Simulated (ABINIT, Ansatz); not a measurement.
# SnH2 (Fm-3m): zone-centre phonons, part 2 of 3

Aim: the zone-centre modes of SnH2 (Fm-3m).

ABINIT 10.8.3; DFT LDA, scalar-relativistic, plane waves, HGH norm-conserving pseudopotentials.

So far. Step 3 (Ground state): The cell stands at -0.35 GPa, close enough for stiff modes, while soft ones can move. Step 4 (Zone-centre response): The acoustic modes at Γ come out as far as 1.2 cm⁻¹ from zero, where they should vanish, a small numerical error. The lowest optical mode is imaginary, 318i cm⁻¹, an instability at this level and on this k mesh. The relaxed cell has a = 5.234 Å (conventional setting).

The structure was built from a prototype and need not be the compound's stable phase.

### 5. Modes with the sum rule

anaddb reads the merged derivatives and imposes the acoustic sum rule.

File anaddb.abi:

```
ddb_filepath "gamma_DDB"
output_file "anaddb.abo"
outdata_prefix "anaddb"
asr 1
chneut 1
enunit 2
eivec 1
nph1l 1
qph1l 0.0 0.0 0.0 1.0
```

File mrgddb.in:

```
gamma_DDB
merged
2
dfpt_gammao_DDB
gso_DDB
```

Started as:

```console
mrgddb < mrgddb.in > mrgddb.log
OMP_NUM_THREADS=1 anaddb anaddb.abi > anaddb.log
```

anaddb.abo, the main output file:

```text
-outvars_anaddb: echo values of input variables ----------------------

 Miscellaneous information :
      enunit         2
       eivec         1
         asr         1
 First list of wavevector (reduced coord.) :
       nph1l         1
       qph1l
                     0.00000000E+00  0.00000000E+00  0.00000000E+00    1.000E+00

================================================================================

 read the DDB information and perform some checks

  ==== Info on the Cryst% object ====
 Real(R)+Recip(G) space primitive vectors, cartesian coordinates (Bohr,Bohr^-1):
 R(1)= -4.9452645  0.0000000  4.9452646  G(1)= -0.1011068 -0.1011068  0.1011068
 R(2)=  0.0000000  4.9452646  4.9452646  G(2)=  0.1011068  0.1011068  0.1011068
 R(3)= -4.9452645  4.9452646  0.0000000  G(3)= -0.1011068  0.1011068 -0.1011068
 Unit cell volume ucvol=  2.4187923E+02 bohr^3
 Angles (23,13,12)=  6.00000000E+01  6.00000000E+01  6.00000000E+01 degrees
 Time-reversal symmetry is present
 Reduced atomic positions [iatom, xred, symbol]:
    1)    0.0000000  0.0000000  0.0000000  Sn
    2)    0.7500000  0.7500000  0.7500000   H
    3)    0.2500000  0.2500000  0.2500000   H

 DDB file with 3 blocks has been read.

================================================================================

 Treat the first list of vectors

  Phonon wavevector (reduced coordinates) :  0.00000  0.00000  0.00000
 Phonon energies in Hartree :
  -1.448357E-03 -1.448357E-03 -1.448357E-03  0.000000E+00  0.000000E+00
   0.000000E+00  2.915536E-03  2.915536E-03  2.915536E-03
 Phonon energies in meV     :
- -3.941180E+01 -3.941180E+01 -3.941180E+01  0.000000E+00  0.000000E+00
-  0.000000E+00  7.933577E+01  7.933577E+01  7.933577E+01
 Phonon frequencies in cm-1    :
- -3.178776E+02 -3.178776E+02 -3.178776E+02  0.000000E+00  0.000000E+00
-  0.000000E+00  6.398862E+02  6.398862E+02  6.398862E+02
 Phonon frequencies in Thz     :
- -9.529731E+00 -9.529731E+00 -9.529731E+00  0.000000E+00  0.000000E+00
-  0.000000E+00  1.918330E+01  1.918330E+01  1.918330E+01
 Phonon energies in Kelvin  :
- -4.573550E+02 -4.573550E+02 -4.573550E+02  0.000000E+00  0.000000E+00
-  0.000000E+00  9.206534E+02  9.206534E+02  9.206534E+02

 Eigendisplacements
 (will be given, for each mode : in cartesian coordinates
   for each atom the real part of the displacement vector,
   then the imaginary part of the displacement vector - absolute values smaller than 1.0d-7 are set to zero)
  Mode number    1   Energy   -1.448357E-03
 Attention : low frequency mode.
   (Could be unstable or acoustic mode)
-  1  0.00000000E+00 -4.94747989E-07  2.77793245E-04
-     0.00000000E+00  0.00000000E+00  0.00000000E+00
-  2 -1.20337766E-06  2.91334894E-05 -1.63579979E-02
-     0.00000000E+00  0.00000000E+00  0.00000000E+00
-  3 -1.20337766E-06  2.91334894E-05 -1.63579979E-02
-     0.00000000E+00  0.00000000E+00  0.00000000E+00
  Mode number    2   Energy   -1.448357E-03
 Attention : low frequency mode.
   (Could be unstable or acoustic mode)
-  1  0.00000000E+00  2.77793235E-04  4.94742398E-07
-     0.00000000E+00  0.00000000E+00  0.00000000E+00
-  2 -4.46232499E-06 -1.63579973E-02 -2.91331601E-05
-     0.00000000E+00  0.00000000E+00  0.00000000E+00
-  3 -4.46232499E-06 -1.63579973E-02 -2.91331601E-05
-     0.00000000E+00  0.00000000E+00  0.00000000E+00
  Mode number    3   Energy   -1.448357E-03
 Attention : low frequency mode.
   (Could be unstable or acoustic mode)
-  1  2.77793675E-04  0.00000000E+00  0.00000000E+00
-     0.00000000E+00  0.00000000E+00  0.00000000E+00
-  2 -1.63580232E-02  4.46017472E-06  1.21132307E-06
-     0.00000000E+00  0.00000000E+00  0.00000000E+00
-  3 -1.63580232E-02  4.46017472E-06  1.21132307E-06
-     0.00000000E+00  0.00000000E+00  0.00000000E+00
  Mode number    4   Energy    0.000000E+00
 Attention : low frequency mode.
   (Could be unstable or acoustic mode)
-  1  0.00000000E+00  0.00000000E+00  2.13166779E-03
-     0.00000000E+00  0.00000000E+00  0.00000000E+00
-  2  0.00000000E+00  0.00000000E+00  2.13173730E-03
-     0.00000000E+00  0.00000000E+00  0.00000000E+00
-  3  0.00000000E+00  0.00000000E+00  2.13173730E-03
-     0.00000000E+00  0.00000000E+00  0.00000000E+00
  Mode number    5   Energy    0.000000E+00
 Attention : low frequency mode.
   (Could be unstable or acoustic mode)
-  1  0.00000000E+00  2.13166779E-03  0.00000000E+00
-     0.00000000E+00  0.00000000E+00  0.00000000E+00
-  2  0.00000000E+00  2.13173730E-03  0.00000000E+00
-     0.00000000E+00  0.00000000E+00  0.00000000E+00
-  3  0.00000000E+00  2.13173730E-03  0.00000000E+00
-     0.00000000E+00  0.00000000E+00  0.00000000E+00
  Mode number    6   Energy    0.000000E+00
 Attention : low frequency mode.
   (Could be unstable or acoustic mode)
-  1  2.13166779E-03  0.00000000E+00  0.00000000E+00
-     0.00000000E+00  0.00000000E+00  0.00000000E+00
-  2  2.13173730E-03  0.00000000E+00  0.00000000E+00
-     0.00000000E+00  0.00000000E+00  0.00000000E+00
-  3  2.13173730E-03  0.00000000E+00  0.00000000E+00
-     0.00000000E+00  0.00000000E+00  0.00000000E+00
  Mode number    7   Energy    2.915536E-03
-  1  0.00000000E+00  0.00000000E+00  0.00000000E+00
-     0.00000000E+00  0.00000000E+00  0.00000000E+00
-  2  2.70585546E-06 -8.23726858E-06  1.64963382E-02
-     0.00000000E+00  0.00000000E+00  0.00000000E+00
-  3 -2.70585546E-06  8.23726858E-06 -1.64963382E-02
-     0.00000000E+00  0.00000000E+00  0.00000000E+00
  Mode number    8   Energy    2.915536E-03
-  1  0.00000000E+00  0.00000000E+00  0.00000000E+00
-     0.00000000E+00  0.00000000E+00  0.00000000E+00
-  2  8.62872556E-07  1.64963384E-02  8.23712714E-06
-     0.00000000E+00  0.00000000E+00  0.00000000E+00
-  3 -8.62872556E-07 -1.64963384E-02 -8.23712714E-06
-     0.00000000E+00  0.00000000E+00  0.00000000E+00
  Mode number    9   Energy    2.915536E-03
-  1  0.00000000E+00  0.00000000E+00  0.00000000E+00
-     0.00000000E+00  0.00000000E+00  0.00000000E+00
-  2  1.64963402E-02 -8.61521320E-07 -2.70628599E-06
-     0.00000000E+00  0.00000000E+00  0.00000000E+00
-  3 -1.64963402E-02  8.61521320E-07  2.70628599E-06
-     0.00000000E+00  0.00000000E+00  0.00000000E+00

 Analysis of degeneracies and characters (maximum tolerance=1.00E-06 a.u.)
 For each vibration mode, or group of modes if degenerate,
 the characters are given for each symmetry operation (see the list in the log file).
 Symmetry characters of vibration mode #   1
       degenerate with vibration modes #   2 to    3
  3.0 -3.0 -1.0  1.0 -1.0  1.0 -1.0  1.0  1.0 -1.0 -1.0  1.0  1.0 -1.0 -1.0  1.0
 -0.0  0.0  0.0 -0.0 -0.0  0.0  0.0 -0.0  1.0 -1.0 -1.0  1.0 -1.0  1.0  1.0 -1.0
 -0.0  0.0 -0.0  0.0  0.0 -0.0  0.0 -0.0  1.0 -1.0  1.0 -1.0 -1.0  1.0 -1.0  1.0
 Symmetry characters of vibration mode #   4
       degenerate with vibration modes #   5 to    6
  3.0 -3.0 -1.0  1.0 -1.0  1.0 -1.0  1.0  1.0 -1.0 -1.0  1.0  1.0 -1.0 -1.0  1.0
 -0.0  0.0  0.0 -0.0 -0.0  0.0  0.0 -0.0  1.0 -1.0 -1.0  1.0 -1.0  1.0  1.0 -1.0
 -0.0  0.0  0.0 -0.0  0.0 -0.0  0.0 -0.0  1.0 -1.0  1.0 -1.0 -1.0  1.0 -1.0  1.0
 Symmetry characters of vibration mode #   7
       degenerate with vibration modes #   8 to    9
  3.0  3.0 -1.0 -1.0 -1.0 -1.0 -1.0 -1.0  1.0  1.0 -1.0 -1.0  1.0  1.0 -1.0 -1.0
 -0.0 -0.0  0.0  0.0  0.0  0.0 -0.0 -0.0  1.0  1.0 -1.0 -1.0 -1.0 -1.0  1.0  1.0
 -0.0 -0.0  0.0  0.0 -0.0 -0.0  0.0  0.0  1.0  1.0  1.0  1.0 -1.0 -1.0 -1.0 -1.0
-
```

Elapsed: 0.57 s, on 1 thread of Arm Neoverse N1, shared host.

Numbers from this step:

```
highest optical zone-centre mode (no LO-TO term) : 639.9 cm⁻¹
lowest optical zone-centre mode                  : -317.9 cm⁻¹
```

No LO-TO term; unit eigenvectors of the mass-weighted matrix, from anaddb's displacements. The modes at Γ (shares of kinetic energy by element, %) (negative means imaginary):

```
mode  frequency (cm⁻¹)  symmetry  Sn %  H %
   1            -317.9       T1u     2   98
   2            -317.9       T1u     2   98
   3            -317.9       T1u     2   98
   4               0.0  acoustic    98    2
   5               0.0  acoustic    98    2
   6               0.0  acoustic    98    2
   7             639.9       T2g     0  100
   8             639.9       T2g     0  100
   9             639.9       T2g     0  100
```

Displacements in mode 2 (-317.9 cm⁻¹), the largest set to 1:
```
Sn1  0.00  0.02  0.00
H2   0.00 -1.00  0.00
H3   0.00 -1.00  0.00
```

Displacements in mode 8 (639.9 cm⁻¹), the largest set to 1:
```
Sn1  0.00  0.00  0.00
H2   0.00  1.00  0.00
H3   0.00 -1.00  0.00
```

The rule moves no optical mode by more than 0.2 cm⁻¹.

### 6. Sum rules set otherwise (asr 0)

Without the rule the raw error of the acoustic modes shows.

anaddb.abi, as its differences from that of step 5:

```diff
@@ -3,4 +3,4 @@
 outdata_prefix "anaddb"
-asr 1
-chneut 1
+asr 0
+chneut 0
 enunit 2
```

mrgddb.in is that of step 5.

anaddb.abo, the main output file:

```text
-outvars_anaddb: echo values of input variables ----------------------

 Miscellaneous information :
      enunit         2
       eivec         1
      chneut         0
 First list of wavevector (reduced coord.) :
       nph1l         1
       qph1l
                     0.00000000E+00  0.00000000E+00  0.00000000E+00    1.000E+00

================================================================================

 read the DDB information and perform some checks

  ==== Info on the Cryst% object ====
 Real(R)+Recip(G) space primitive vectors, cartesian coordinates (Bohr,Bohr^-1):
 R(1)= -4.9452645  0.0000000  4.9452646  G(1)= -0.1011068 -0.1011068  0.1011068
 R(2)=  0.0000000  4.9452646  4.9452646  G(2)=  0.1011068  0.1011068  0.1011068
 R(3)= -4.9452645  4.9452646  0.0000000  G(3)= -0.1011068  0.1011068 -0.1011068
 Unit cell volume ucvol=  2.4187923E+02 bohr^3
 Angles (23,13,12)=  6.00000000E+01  6.00000000E+01  6.00000000E+01 degrees
 Time-reversal symmetry is present
 Reduced atomic positions [iatom, xred, symbol]:
    1)    0.0000000  0.0000000  0.0000000  Sn
    2)    0.7500000  0.7500000  0.7500000   H
    3)    0.2500000  0.2500000  0.2500000   H

 DDB file with 3 blocks has been read.

================================================================================

 Treat the first list of vectors

  Phonon wavevector (reduced coordinates) :  0.00000  0.00000  0.00000
 Phonon energies in Hartree :
  -1.449124E-03 -1.449124E-03 -1.449124E-03 -5.489276E-06 -5.489275E-06
  -5.489275E-06  2.915148E-03  2.915148E-03  2.915148E-03
 Phonon energies in meV     :
- -3.943266E+01 -3.943266E+01 -3.943266E+01 -1.493708E-01 -1.493708E-01
- -1.493708E-01  7.932523E+01  7.932523E+01  7.932523E+01
 Phonon frequencies in cm-1    :
- -3.180459E+02 -3.180459E+02 -3.180459E+02 -1.204757E+00 -1.204757E+00
- -1.204757E+00  6.398011E+02  6.398011E+02  6.398011E+02
 Phonon frequencies in Thz     :
- -9.534776E+00 -9.534776E+00 -9.534776E+00 -3.611770E-02 -3.611770E-02
- -3.611769E-02  1.918076E+01  1.918076E+01  1.918076E+01
 Phonon energies in Kelvin  :
- -4.575971E+02 -4.575971E+02 -4.575971E+02 -1.733376E+00 -1.733376E+00
- -1.733376E+00  9.205311E+02  9.205311E+02  9.205311E+02

 Eigendisplacements
 (will be given, for each mode : in cartesian coordinates
   for each atom the real part of the displacement vector,
   then the imaginary part of the displacement vector - absolute values smaller than 1.0d-7 are set to zero)
  Mode number    1   Energy   -1.449124E-03
 Attention : low frequency mode.
   (Could be unstable or acoustic mode)
-  1  1.09430892E-07 -1.37311283E-06 -2.77495407E-04
-     0.00000000E+00  0.00000000E+00  0.00000000E+00
-  2 -6.45085753E-06  8.09438276E-05  1.63581170E-02
-     0.00000000E+00  0.00000000E+00  0.00000000E+00
-  3 -6.45085753E-06  8.09438276E-05  1.63581170E-02
-     0.00000000E+00  0.00000000E+00  0.00000000E+00
  Mode number    2   Energy   -1.449124E-03
 Attention : low frequency mode.
   (Could be unstable or acoustic mode)
-  1  0.00000000E+00 -2.77495417E-04  1.37314432E-06
-     0.00000000E+00  0.00000000E+00  0.00000000E+00
-  2 -4.70007185E-06  1.63581176E-02 -8.09456840E-05
-     0.00000000E+00  0.00000000E+00  0.00000000E+00
-  3 -4.70007185E-06  1.63581176E-02 -8.09456840E-05
-     0.00000000E+00  0.00000000E+00  0.00000000E+00
  Mode number    3   Energy   -1.449124E-03
 Attention : low frequency mode.
   (Could be unstable or acoustic mode)
-  1  2.77498793E-04  0.00000000E+00  1.09035025E-07
-     0.00000000E+00  0.00000000E+00  0.00000000E+00
-  2 -1.63583166E-02 -4.73193465E-06 -6.42752151E-06
-     0.00000000E+00  0.00000000E+00  0.00000000E+00
-  3 -1.63583166E-02 -4.73193465E-06 -6.42752151E-06
-     0.00000000E+00  0.00000000E+00  0.00000000E+00
  Mode number    4   Energy   -5.489276E-06
 Attention : low frequency mode.
   (Could be unstable or acoustic mode)
-  1  0.00000000E+00  0.00000000E+00 -2.13170619E-03
-     0.00000000E+00  0.00000000E+00  0.00000000E+00
-  2  0.00000000E+00  0.00000000E+00 -2.12947460E-03
-     0.00000000E+00  0.00000000E+00  0.00000000E+00
-  3  0.00000000E+00  0.00000000E+00 -2.12947460E-03
-     0.00000000E+00  0.00000000E+00  0.00000000E+00
  Mode number    5   Energy   -5.489275E-06
 Attention : low frequency mode.
   (Could be unstable or acoustic mode)
-  1  0.00000000E+00 -2.13170619E-03  0.00000000E+00
-     0.00000000E+00  0.00000000E+00  0.00000000E+00
-  2  0.00000000E+00 -2.12947459E-03  0.00000000E+00
-     0.00000000E+00  0.00000000E+00  0.00000000E+00
-  3  0.00000000E+00 -2.12947459E-03  0.00000000E+00
-     0.00000000E+00  0.00000000E+00  0.00000000E+00
  Mode number    6   Energy   -5.489275E-06
 Attention : low frequency mode.
   (Could be unstable or acoustic mode)
-  1  2.13170619E-03  0.00000000E+00  0.00000000E+00
-     0.00000000E+00  0.00000000E+00  0.00000000E+00
-  2  2.12947459E-03  0.00000000E+00  0.00000000E+00
-     0.00000000E+00  0.00000000E+00  0.00000000E+00
-  3  2.12947459E-03  0.00000000E+00  0.00000000E+00
-     0.00000000E+00  0.00000000E+00  0.00000000E+00
  Mode number    7   Energy    2.915148E-03
-  1  0.00000000E+00  0.00000000E+00  0.00000000E+00
-     0.00000000E+00  0.00000000E+00  0.00000000E+00
-  2  7.92254922E-07 -9.13158322E-07  1.64963404E-02
-     0.00000000E+00  0.00000000E+00  0.00000000E+00
-  3 -7.92254922E-07  9.13158322E-07 -1.64963404E-02
-     0.00000000E+00  0.00000000E+00  0.00000000E+00
  Mode number    8   Energy    2.915148E-03
-  1  0.00000000E+00  0.00000000E+00  0.00000000E+00
-     0.00000000E+00  0.00000000E+00  0.00000000E+00
-  2  5.60568177E-06  1.64963395E-02  9.12889052E-07
-     0.00000000E+00  0.00000000E+00  0.00000000E+00
-  3 -5.60568177E-06 -1.64963395E-02 -9.12889052E-07
-     0.00000000E+00  0.00000000E+00  0.00000000E+00
  Mode number    9   Energy    2.915148E-03
-  1  0.00000000E+00  0.00000000E+00  0.00000000E+00
-     0.00000000E+00  0.00000000E+00  0.00000000E+00
-  2  1.64963395E-02 -5.60563792E-06 -7.92565179E-07
-     0.00000000E+00  0.00000000E+00  0.00000000E+00
-  3 -1.64963395E-02  5.60563792E-06  7.92565179E-07
-     0.00000000E+00  0.00000000E+00  0.00000000E+00

 Analysis of degeneracies and characters (maximum tolerance=1.00E-06 a.u.)
 For each vibration mode, or group of modes if degenerate,
 the characters are given for each symmetry operation (see the list in the log file).
 Symmetry characters of vibration mode #   1
       degenerate with vibration modes #   2 to    3
  3.0 -3.0 -1.0  1.0 -1.0  1.0 -1.0  1.0  1.0 -1.0 -1.0  1.0  1.0 -1.0 -1.0  1.0
  0.0 -0.0 -0.0  0.0 -0.0  0.0  0.0 -0.0  1.0 -1.0 -1.0  1.0 -1.0  1.0  1.0 -1.0
  0.0 -0.0 -0.0  0.0  0.0 -0.0 -0.0  0.0  1.0 -1.0  1.0 -1.0 -1.0  1.0 -1.0  1.0
 Symmetry characters of vibration mode #   4
       degenerate with vibration modes #   5 to    6
  3.0 -3.0 -1.0  1.0 -1.0  1.0 -1.0  1.0  1.0 -1.0 -1.0  1.0  1.0 -1.0 -1.0  1.0
 -0.0  0.0  0.0 -0.0 -0.0  0.0  0.0 -0.0  1.0 -1.0 -1.0  1.0 -1.0  1.0  1.0 -1.0
 -0.0  0.0 -0.0  0.0  0.0 -0.0  0.0 -0.0  1.0 -1.0  1.0 -1.0 -1.0  1.0 -1.0  1.0
 Symmetry characters of vibration mode #   7
       degenerate with vibration modes #   8 to    9
  3.0  3.0 -1.0 -1.0 -1.0 -1.0 -1.0 -1.0  1.0  1.0 -1.0 -1.0  1.0  1.0 -1.0 -1.0
  0.0  0.0 -0.0 -0.0  0.0  0.0 -0.0 -0.0  1.0  1.0 -1.0 -1.0 -1.0 -1.0  1.0  1.0
  0.0  0.0  0.0  0.0 -0.0 -0.0 -0.0 -0.0  1.0  1.0  1.0  1.0 -1.0 -1.0 -1.0 -1.0
-
```

Elapsed: 0.55 s, on 1 thread.

Numbers from this step:

```yaml
highest_optical_zone_centre_mode_no_lo_to_term: 639.8 cm⁻¹
lowest_optical_zone_centre_mode: -318.1 cm⁻¹
```

Zone-centre frequencies as printed; negative means imaginary. Modes:

```
mode  frequency (cm⁻¹)
   1            -318.1
   2            -318.1
   3            -318.1
   4              -1.2
   5              -1.2
   6              -1.2
   7             639.8
   8             639.8
   9             639.8
```

[end of part 2 of 3]

[Host names and launcher messages were left out of these logs when they were recorded.]

[Logs are printed without paths, hosts, clocks, repeated set-up lines and the standing remarks that a program may print on its own settings, such as how far it seeks lower states.]

[Hosts, paths, dates, database ids (printed as entryN), source tags and the programs' standing remarks are cut or masked in the printed files.]
